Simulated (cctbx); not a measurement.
## From intensities to atoms

Cell a = 8.6280 Å, b = 5.4590 Å, c = 7.0880 Å, α = 90.00°, β = 126.55°, γ = 90.00°; space group C2/c (no. 15); content Dy4 Ni8 C8.

Simulated single-crystal data (cctbx): Mo Kα, λ = 0.71073 Å, to d = 0.75 Å, 95 % of the full sphere, strongest reflection 40000 counts, noise from counting, a 2 % proportional error and a noise floor of 8 counts (s.d.); no absorption, and some extinction, which the refinements don't model.

Charge flipping in P1 on plain amplitudes to 0.8 Å, δ = 0.9 σ, 30 % of the reflections treated as weak, 150 cycles:

```text
cycle      R  skewness
    0  0.566     0.52
   12  0.348     5.32
   24  0.315     5.57
   36  0.304     5.47
   48  0.283     5.72
   60  0.272     5.93
   72  0.274     5.78
   84  0.266     5.81
   96  0.271     5.84
  108  0.270     5.92
  120  0.266     5.88
  132  0.261     5.64
  144  0.273     5.83
origin shift          correlation  skewness
 0.140  0.022  0.243      0.952      8.04
 0.332  0.020  0.275      0.926      5.92
 0.454  0.029  0.217      0.921      4.42
 0.019  0.027  0.300      0.867      3.27
taken: symmetry correlation 0.952, skewness 8.04
peak      x       y       z  mult  height/sigma
Q1    0.0000  0.1349  0.7500    4     18.6
Q2    0.1267  0.4143  0.1992    8      7.8
Q3    0.1660  0.3070  0.5268    8      1.1
Q4    0.2500  0.2500  0.5000    4      1.1
Q5    0.1991  0.1296  0.6726    8      1.0
Q6    0.0181  0.2612  0.9010    8      1.0
Q7    0.0285  0.3644  0.3961    8      0.9
Q8    0.0594  0.0372  0.0628    8      0.9
```

The origin is taken among those within 0.04 of the best correlation, by the skewness of the map.

It took 0.46 s on 1 thread of Arm Neoverse N1 (shared host), peak memory 0.07 GiB.

**Question.** Which peaks are atoms, and which elements?

Heights go roughly as Z and multiplicities must add up to the content. First model: Q1 = Dy1 (4 in the cell, height 18.6), Q2 = Ni1 (8 in the cell, height 7.8) and Q3 = C1 (8 in the cell, height 1.1). Against the true structure, Q1 is Dy, Q2 is Ni and Q3 is C; the other peaks are not atoms.

Least squares on F², isotropic:

```text
Rint 0.018, 336 unique reflections to 0.75 A
cycle     R1     wR2    GooF  max shift (A)
   1  0.1139  0.2679  15.067   0.16968
   3  0.0275  0.0869   4.887   0.00001
final R1 0.0275 wR2 0.0869 GooF 4.887  parameters 10  data/parameter 33.6
atom        x        y        z      Ueq    occ   su(xyz)  su(Uiso or U11)
Dy1    0.00000  0.13391  0.75000   0.0103  1.000  0.00011  0.0003
Ni1    0.12062  0.41477  0.19236   0.0117  1.000  0.00025  0.0003
C1     0.17056  0.33773  0.52753   0.0296  1.000  0.00255  0.0026
difference map: max 3.36 min -3.80 rms 0.44
Q1    0.1290  0.4998  0.1974    8    3.42  0.47 A from Ni1
Q2    0.0571  0.1303  0.7810    8    3.15  0.40 A from Dy1
Q3    0.1040  0.3262  0.1791    8    3.08  0.50 A from Ni1
Q4    0.1947  0.2586  0.5420    8    1.08  0.46 A from C1
Q5    0.0000  0.0630  0.2500    4    0.93  1.07 A from Dy1
```

Anisotropic refinement:

```text
Rint 0.018, 336 unique reflections to 0.75 A
cycle     R1     wR2    GooF  max shift (A)
   1  0.0275  0.0869   4.988   0.00956
   2  0.0069  0.0172   0.987   0.00013
final R1 0.0069 wR2 0.0172 GooF 0.987  parameters 23  data/parameter 14.6
atom        x        y        z      Ueq    occ   su(xyz)  su(Uiso or U11)
Dy1    0.00000  0.13371  0.75000   0.0101  1.000  0.00002  0.0001
Ni1    0.12052  0.41505  0.19223   0.0119  1.000  0.00005  0.0001
C1     0.17176  0.33745  0.52906   0.0304  1.000  0.00058  0.0012
difference map: max 0.50 min -0.47 rms 0.13
Q1    0.0252  0.4075  0.8451    8    0.52  1.48 A from Ni1
Q2    0.2394  0.4081  0.1456    8    0.39  1.25 A from Ni1
Q3    0.1222  0.0134  0.2672    8    0.37  1.27 A from Dy1
Q4    0.0631  0.2826  0.9777    8    0.35  1.48 A from Ni1
Q5    0.0626  0.3160  0.7362    8    0.34  1.16 A from Dy1
Q6    0.0428  0.4592  0.0340    8    0.34  0.93 A from Ni1
```

**Reading.** The refinement ends at R1 = 0.0069, wR2 = 0.0172, GooF = 0.99, with difference density between -0.47 and 0.50 e/Å³. Every site matches the true model in element, within 0.002 Å r.m.s., up to an allowed shift of origin.

True model:

```csv
atom,mult.,x,y,z,Ueq (Å²)
Dy1,4,0,0.8663,3/4,0.0104
Ni1,8,0.6205,0.9150,0.6922,0.0122
C1,8,0.1714,0.6623,0.5289,0.0306
```

The model was made for the exercise: a known structure type with other elements put in, its volume estimated, not relaxed; displacement parameters are assumed.

[Middle refinement cycles are left out of these outputs.]

[Logs are printed without paths, hosts, clocks, repeated set-up lines and the standing remarks that a program may print on its own settings, such as how far it seeks lower states.]
